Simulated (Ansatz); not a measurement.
**Resistivity from frozen vibrations: Al(111) with 4 thermally displaced layers, 2x2**

Aim: the resistivity of Al at 300 K from frozen thermal displacements between perfect leads.

Main program and level: Ansatz 0.2.0; Ansatz plane-wave DFT, PBE, PAW files; ballistic transport by layer matching (Landauer), zero bias; PAW set soft_1.

### Step 1. Set-up

The cell holds 40 atoms: 40 Al. Its edges and angles: a = 5.725 Å, b = 5.725 Å, c = 23.429 Å, α = 93.5°, β = 86.5°, γ = 120.0°. It derives from Al. Regions: lead, 24 atoms (24 Al); scattering region, 16 atoms (16 Al). The structure is stacked along c, and the current runs across the ab planes.

### Step 2. With 4 displaced layers

Each atom of 4 layers is moved at random, by amounts drawn from a normal law 0.0966 Å wide in each direction from the Debye model (428 K) at 300 K. The layers about the cell's end stay perfect and serve as the lead. Disorder leaves little or no symmetry, which makes such runs dear. Energies from -0.05 to 0.05 eV in steps of 0.05 eV are too few for the program's thermal sum, so it prints no conductance; for a metal the transmission near the Fermi level serves, at a fraction of the cost.

Input file input.yaml:

```yaml
crystal:
  lattice:
    - [5.7246940741, 0.0, 0.0]
    - [-2.862347037, 4.957730497, 0.0]
    - [1.4311735185, -0.8262884162, 23.3709656917]
  atoms:
    - { symbol: Al, position: [0.9916666667, 0.0083333333, 0.05] }
    - { symbol: Al, position: [0.9916666667, 0.5083333333, 0.05] }
    - { symbol: Al, position: [0.4916666667, 0.0083333333, 0.05] }
    - { symbol: Al, position: [0.4916666667, 0.5083333333, 0.05] }
    - { symbol: Al, position: [0.1416666667, 0.3583333333, 0.15] }
    - { symbol: Al, position: [0.1416666667, 0.8583333333, 0.15] }
    - { symbol: Al, position: [0.6416666667, 0.3583333333, 0.15] }
    - { symbol: Al, position: [0.6416666667, 0.8583333333, 0.15] }
    - { symbol: Al, position: [0.2916666667, 0.2083333333, 0.25] }
    - { symbol: Al, position: [0.2916666667, 0.7083333333, 0.25] }
    - { symbol: Al, position: [0.7916666667, 0.2083333333, 0.25] }
    - { symbol: Al, position: [0.7916666667, 0.7083333333, 0.25] }
    - { symbol: Al, position: [0.9420598886, 0.0562015152, 0.3526458043] }
    - { symbol: Al, position: [0.9379707784, 0.5481499753, 0.3514938725] }
    - { symbol: Al, position: [0.4733670174, 0.0762934841, 0.3470926298] }
    - { symbol: Al, position: [0.4142262125, 0.546223314, 0.3501707317] }
    - { symbol: Al, position: [0.0511797588, 0.4032144134, 0.4448527171] }
    - { symbol: Al, position: [0.0742341306, 0.8975159205, 0.4486932562] }
    - { symbol: Al, position: [0.6088494287, 0.4285481198, 0.4494689795] }
    - { symbol: Al, position: [0.6079941387, 0.8956204835, 0.451452208] }
    - { symbol: Al, position: [0.2583321128, 0.2596523122, 0.5469283511] }
    - { symbol: Al, position: [0.2215119305, 0.7495705896, 0.5509097011] }
    - { symbol: Al, position: [0.7227110703, 0.2541499349, 0.5493421872] }
    - { symbol: Al, position: [0.7526342221, 0.7627585845, 0.5514681658] }
    - { symbol: Al, position: [0.8788371634, 0.106348877, 0.65323887] }
    - { symbol: Al, position: [0.9035522891, 0.5848550416, 0.6562545353] }
    - { symbol: Al, position: [0.4217924302, 0.1237317219, 0.6510925564] }
    - { symbol: Al, position: [0.3992199704, 0.6380785137, 0.6580984955] }
    - { symbol: Al, position: [0.0416666667, 0.4583333333, 0.75] }
    - { symbol: Al, position: [0.0416666667, 0.9583333333, 0.75] }
    - { symbol: Al, position: [0.5416666667, 0.4583333333, 0.75] }
    - { symbol: Al, position: [0.5416666667, 0.9583333333, 0.75] }
    - { symbol: Al, position: [0.1916666667, 0.3083333333, 0.85] }
    - { symbol: Al, position: [0.1916666667, 0.8083333333, 0.85] }
    - { symbol: Al, position: [0.6916666667, 0.3083333333, 0.85] }
    - { symbol: Al, position: [0.6916666667, 0.8083333333, 0.85] }
    - { symbol: Al, position: [0.8416666667, 0.1583333333, 0.95] }
    - { symbol: Al, position: [0.8416666667, 0.6583333333, 0.95] }
    - { symbol: Al, position: [0.3416666667, 0.1583333333, 0.95] }
    - { symbol: Al, position: [0.3416666667, 0.6583333333, 0.95] }
kpoints:
  mp_grid: { grid: [5, 5, 1] }
hamiltonian:
  xc: pbe
  pseudopotentials: { kind: paw, azcp: { folder: soft_1 } }
scf:
  occupations: { method: fermi_dirac, width: 0.1 }
output:
  transmission:
    leads: [[0, 4]]
    kmesh: [10, 10]
    e_range: [-0.05, 0.05]
    de: 0.05
  write_potential: true
  write_density: true
  volumetric_format: npy
  elf: true
```

On the command line:

```bash
ansatz run input.yaml --threads 4 --pin off --max-ram 15360MiB --backend cpu --events-out ev --progress --plain --runs-dir out
```

Numbers of over 12 decimals in the logs are rounded to 6 here.

What it wrote:

```text
Engine: ansatz 0.2.0, aarch64-unknown-linux-gnu
Pseudopotentials: kind: paw
Pseudopotential: Al, paw, valence charge 3, recommended cutoff 420 eV (normal), soft_1/Al.paw.azcp
Functional definition: PBE
  parameter kappa = 0.804
  parameter beta = 0.066725
  exchange = pbe_x(kappa = kappa, mu = beta*pi^2/3)
  correlation = pbe_c(beta = beta)
Crystal: 40 atoms, lattice volume = 663.303 Å³
Basis set: ecut = 420 eV, 13043 PW (Γ)
Bands: 100, of which v1, the nominal top of the filled ones, is band 60 counted from 1 (59 counted from 0)
Symmetry: 1 space group operations
Space group: P1 (ITA 1), of the structure as read, at distance tolerance 8.7e-5 Å
k-points: 13 of 25 (time reversal used)
Non-local potential: Al, projectors of the file, l = 0: 2, l = 1: 2, l = 2: 1
PAW form: soft (Blöchl's): semilocal exchange-correlation on the pseudo side does not see the compensation charge
PAW one-centre angular grid: Al, 110 points (default); XC on 64 Gauss nodes
Initial density: superposition of atomic densities (chi_scale 0.1, normalization cell)
Initial wavefunctions: pseudopotential atomic-orbital guess
Functional: x = pbe(κ = 0.804, μ = 0.219515), c = pbe(β = 0.066725)
SCF iter   1: F=—  HF=-21500.845268 eV  |F-HF|=—  |Δ(HF+E_count)|=         —  Δρ=2.34e-2  dr2=4.89e0  ethr=3.10e-3  ⟨swp⟩=6.0  Hψ=5944  notcnv=0  defer=44
preconditioner: auto → Kerker (q_TF=auto, 2.052 Å⁻¹)  [metal: Δε(μ)=0.020 eV  Ē_g=6.728 eV  σ=0.100 eV  W_gap=0.05  n_scr=86 (ndim 8)  ℏωp=15.8 eV  f_vac=0.000  D(μ)=19.81/eV (n_scr^D=138)]
SCF iter   2: F=—  HF=-21500.074205 eV  |F-HF|=—  |Δ(HF+E_count)|=   7.71e-1  Δρ=1.53e-2  dr2=1.94e0  ethr=3.10e-3  ⟨swp⟩=1.3  Hψ=1508  notcnv=0  defer=54
SCF iter   3: F=—  HF=-21499.206838 eV  |F-HF|=—  |Δ(HF+E_count)|=   8.67e-1  Δρ=1.17e-3  dr2=1.49e-2  ethr=1.62e-3  ⟨swp⟩=2.0  Hψ=1474  notcnv=0  defer=107
SCF iter   4: F=—  HF=-21499.201125 eV  |F-HF|=—  |Δ(HF+E_count)|=   5.71e-3  Δρ=2.41e-4  dr2=9.73e-4  ethr=1.24e-5  ⟨swp⟩=2.4  Hψ=1897  notcnv=0  defer=112
SCF iter   5: F=—  HF=-21499.200856 eV  |F-HF|=—  |Δ(HF+E_count)|=   2.70e-4  Δρ=2.38e-5  dr2=1.85e-5  ethr=8.11e-7  ⟨swp⟩=2.0  Hψ=1947  notcnv=0  defer=112
SCF iter   6: F=—  HF=-21499.200862 eV  |F-HF|=—  |Δ(HF+E_count)|=   6.64e-6  Δρ=6.04e-6  dr2=4.08e-7  ethr=1.54e-8  ⟨swp⟩=1.5  Hψ=1314  notcnv=0  defer=112
SCF iter   7: F=-21499.200862 eV  HF=-21499.200862 eV  |F-HF|=5.74e-9  |Δ(HF+E_count)|=   6.69e-9  Δρ=1.41e-6  dr2=1.80e-8  ethr=8.33e-11  ⟨swp⟩=12.9  Hψ=5495  notcnv=0
SCF 1 converged in 7 iterations: F = -21499.200862 eV  dr2 = 1.80e-8
  greatest PAW one-centre occupation: 0.453 electrons in one spin orbital (limit 2), on the Al atom at site 18 (counted from 0), in its partial waves of l = 0
transmission: 159 of 1508 steps passed
transmission: 306 of 1508 steps passed
[...]
transmission: 1508 of 1508 steps passed
SCF converged after 7 iterations
Free energy (F): -21499.200862 eV
Harris-Foulkes:  -21499.200862 eV  (|F-HF|=5.74e-9)
Internal energy: -21498.555974 eV  (E = F + TS)
E sigma→0 (E₀):  -21498.878418 eV
Entropy (-TS):   -0.644888 eV (-16.122 meV/atom)
Fermi energy:    7.928024 eV
--- Per-component energies (eV) ---
  E_band       = 415.731165
  E_kinetic    = 900.122673
  E_local      = 402.419442  (includes V_loc(G=0)·N_el)
  E_nonlocal   = 400.625233
  E_hartree    = 9.183381
  E_xc         = -1506.766494
  E_vxc        = -1165.778629  (∫ρ·V_xc dr)
  E_paw        = -18776.483323  (= ΣΔE_a)
  E_vpaw       = -140.024345  (= ΣTr[D̂ρ^β])
  E_aug_tail   = -0.000082  (compensation charges beyond the density's cutoff)
  E_ewald      = -2927.656804
  E_smearing   = -0.644888  (= −TS)
  E_closure    = 0.000000  (closes the sum)
  Σ components = -21499.200862   (vs F -21499.200862, Δ=0.00e0)
--- Band table (eV; the first three rows and the last of 13) ---
  k-point 0: bands = [... 56 lower, 6.3406, 6.7138, 6.7472, 6.7631, 6.7858, 7.1027, 7.1528, 7.1534, ... 36 higher]
  k-point 1: bands = [... 56 lower, 6.6983, 6.8926, 7.0483, 7.1907, 7.3451, 7.3847, 7.5097, 7.5712, ... 36 higher]
  k-point 2: bands = [... 56 lower, 7.8512, 7.9321, 7.9977, 8.0640, 8.1519, 8.1701, 8.2730, 8.3713, ... 36 higher]
  k-point 12: bands = [... 56 lower, 7.4654, 7.5488, 7.7893, 7.9430, 7.9673, 8.0059, 8.0690, 8.1233, ... 36 higher]
--- Transmission ---
  basis      : 253 plane waves across, 29 finite elements along
  points     : 52, standing for a mesh of 10 x 10
  energies   : 3 from -0.050000 to 0.050000 eV about the Fermi level, 0.050000 eV apart; the leads are filled to 0.000000 eV, and channels, transmission and decay are at 0.000000 eV
  crystal 0  : Al4, at the sites [0, 4], period 2.3371 Å, over 14.02 Å; its Hamiltonian steps by up to 9.1 meV
    offset         : up to 0.0000 Å between an atom of the period and one for which it stands
    channels       : 5.410000e0 a spin
    conductance    : none, the energies end too early or step too widely for 300 K: set another output.transmission.e_range or a lower de, or, where they end at an eighth of basis.ecutwfc, a higher one
  junction   : crystal 0 to crystal 0, 0.70 to 21.73 Å
    transmission   : 5.033366e0 a spin
    conductance    : none, the energies end too early or step too widely for 300 K: set another output.transmission.e_range or a lower de, or, where they end at an eighth of basis.ecutwfc, a higher one
```

Elapsed: 6.1 min, on 4 threads of Arm Neoverse V2, shared host; peak memory 1.7 GiB.

This step gave:

* free energy: -21499.2009 eV
* energy at zero smearing: -21498.8784 eV
* Fermi energy: 7.928 eV
* cell area: 28.38 Å²
* transmission per spin nearest the Fermi level: 5.033
* open channels per spin nearest the Fermi level: 5.41
* step of the lead's potential: 9.1 meV

Per spin. The transmission, zone mean by energy, zero at the Fermi level:

```
energy (eV)  transmission, zone mean
    -0.0500                     4.96
     0.0000                     5.03
     0.0500                     5.14
```

Per spin. Table of open channels, zone mean, lead by energy, zero at the Fermi level:

| energy (eV) | open channels, zone mean, lead |
| --- | --- |
| -0.0500 | 5.29 |
| 0.0000 | 5.41 |
| 0.0500 | 5.57 |

Transmission over k1 and k2. At 0.0000 eV from the Fermi level.

Ten even steps from '0' (2.97) to '9' (6.90):
```
4562654020
2649945122
2399899210
4699779954
2549797945
4459977996
2012998993
2221549946
4020456265
2411424114
```
Columns: k1 (b1) from -0.5 to 0.4; rows upwards: k2 (b2) from -0.5 to 0.4.

Open channels over k1 and k2. At 0.0000 eV from the Fermi level.

Values, 10 rows by 10 columns:
```
5.00 6.00 6.00 5.00 6.00 6.00 5.00 3.00 4.00 3.00
4.00 6.00 5.00 7.00 7.00 5.00 6.00 4.00 4.00 4.00
4.00 5.00 7.00 7.00 7.00 7.00 7.00 5.00 4.00 3.00
5.00 6.00 7.00 7.00 6.00 6.00 7.00 7.00 6.00 5.00
4.00 6.00 5.00 7.00 6.00 7.00 6.00 7.00 5.00 6.00
5.00 5.00 6.00 7.00 7.00 6.00 6.00 7.00 7.00 6.00
4.00 3.00 4.00 5.00 7.00 7.00 7.00 7.00 7.00 5.00
4.00 4.00 4.00 4.00 6.00 5.00 7.00 7.00 5.00 6.00
5.00 3.00 4.00 3.00 5.00 6.00 6.00 5.00 6.00 6.00
4.00 5.00 4.00 4.00 5.00 4.00 5.00 4.00 4.00 5.00
```
Columns: k1 (b1) from -0.5 to 0.4; rows upwards: k2 (b2) from -0.5 to 0.4.

Valence density in the ca plane at fractional y = 0.546, with atoms of Al within 0.2 Å of it. It is the smooth field of the valence electrons, not physical close to the nuclei.

Ten even steps from '0' (0.06 e/Å³) to '9' (0.26 e/Å³), each cell a mean:
```
54323566667300499999743457765663148998766556
65434566667411489999643356665651016887764445
76556777656655688999754457655563137877654335
77767766654566667877765567754456678888765445
77667766644455556754677677753335667776566556
76556777655566556765677677753234556774236766
65334576656655666787765567653335666774236766
54323566667412576676543456644455677887556656
64333566677300376555322345544454357888765445
76545677677511576554322345544553237877654345
77666777667766776665433356544455457887764345
77777766656788877666654567643457888888766545
77666777655788877755665567653357898885346666
65445677666778888876765567654457999984136766
54333566667523699998754567765566789996446666
```
Columns run along c (16.0 Å, from fractional 0.16 to 0.84 of the cell), rows up along a (5.7 Å). Atoms in or near the plane, at fractional coordinates: Al at (0.35, 0.94), Al at (0.35, 0.41), Al at (0.66, 0.90).

ELF in the ca plane at fractional y = 0.546, with atoms of Al within 0.2 Å of it. It is the smooth field of the valence electrons, not physical close to the nuclei.

Ten even steps from '0' (0.06) to '9' (0.68), each cell a mean:
```
75323678887133289999753468987850017999766667
86445788888300289999743468887850105999875456
88767888877643688998754468877761016988864346
89888877766777777765666679875566568999876556
88888877765677666632477789864456888886457767
87667888766788777754577789864346777872016888
76435788878655788988776689875457888872016888
75323678888300488898754578876677789997446778
75434688887132288877532368876774248999876557
87656788888300388776532468876772016998864346
88878878878755788888654579876674237999875446
89888766777899988777876789975578889998666667
88778877777899988645787899865468999983136878
86556788878877898755787789875568999971016988
75334688888300599998765689976676689995126888
```
Columns run along c (16.0 Å, from fractional 0.16 to 0.84 of the cell), rows up along a (5.7 Å). Atoms in or near the plane, at fractional coordinates: Al at (0.35, 0.94), Al at (0.35, 0.41), Al at (0.66, 0.90).

Electrostatic potential energy in the ca plane at fractional y = 0.546, with atoms of Al within 0.2 Å of it. With pseudopotentials it is smooth inside the atoms' cores, unlike the true potential.

Values in eV, 8 rows by 16 columns, each cell a mean:
```
 8.2  9.1  7.8  3.9  3.0 -1.3  6.5  7.3  9.2  7.7  5.6  0.0 -1.9  3.6  3.0  8.3
 3.2  5.0 -0.7  6.4 -2.4  1.3  1.4  1.6  8.2  6.9  7.1 -3.3 -2.2  6.1  6.9  8.5
 2.9  4.1 -4.2  7.2  7.0  7.5 -4.4 -5.4  6.1  4.1  8.8  6.1  6.0 -3.3 -3.4  7.7
 8.0  8.6  6.0  5.9 -3.7  2.1  1.9  0.4  7.6  5.8  8.9  5.1  5.8 -3.8 -4.6  7.1
 8.2  9.1  7.8  3.1  3.8 -1.2  8.4  8.8  9.4  8.1  7.5 -5.2 -2.3  3.6  2.8  8.2
 3.2  5.0 -0.8  5.4 -3.7  0.3  6.0  7.4  9.0  7.5  7.7 -5.1 -3.2  6.1  6.9  8.4
 3.0  4.1 -4.1  6.9  4.6  6.3 -3.4 -1.1  6.6  3.3  8.6  4.4  4.6 -3.4 -3.4  7.7
 8.0  8.6  5.9  5.4 -3.8 -0.2 -1.2  0.0  7.1  4.0  7.6 -0.4  2.7 -3.9 -4.7  7.1
```
Columns run along c (16.0 Å, from fractional 0.16 to 0.84 of the cell; values clipped at the 3rd and 97th percentile), rows up along a (5.7 Å). Atoms in or near the plane, at fractional coordinates: Al at (0.35, 0.94), Al at (0.35, 0.41), Al at (0.66, 0.90).

Over the solved energies the transmission per spin lies between 4.96 and 5.14, out of 5.42 channels of the lead on average (up to 5.57).

(Continued in part 2 of 2.)

[Logs are printed without paths, hosts, clocks, repeated set-up lines and the standing remarks that a program may print on its own settings, such as how far it seeks lower states.]

[Hosts, paths, dates, database ids (printed as entryN), source tags and the programs' standing remarks are cut or masked in the printed files.]
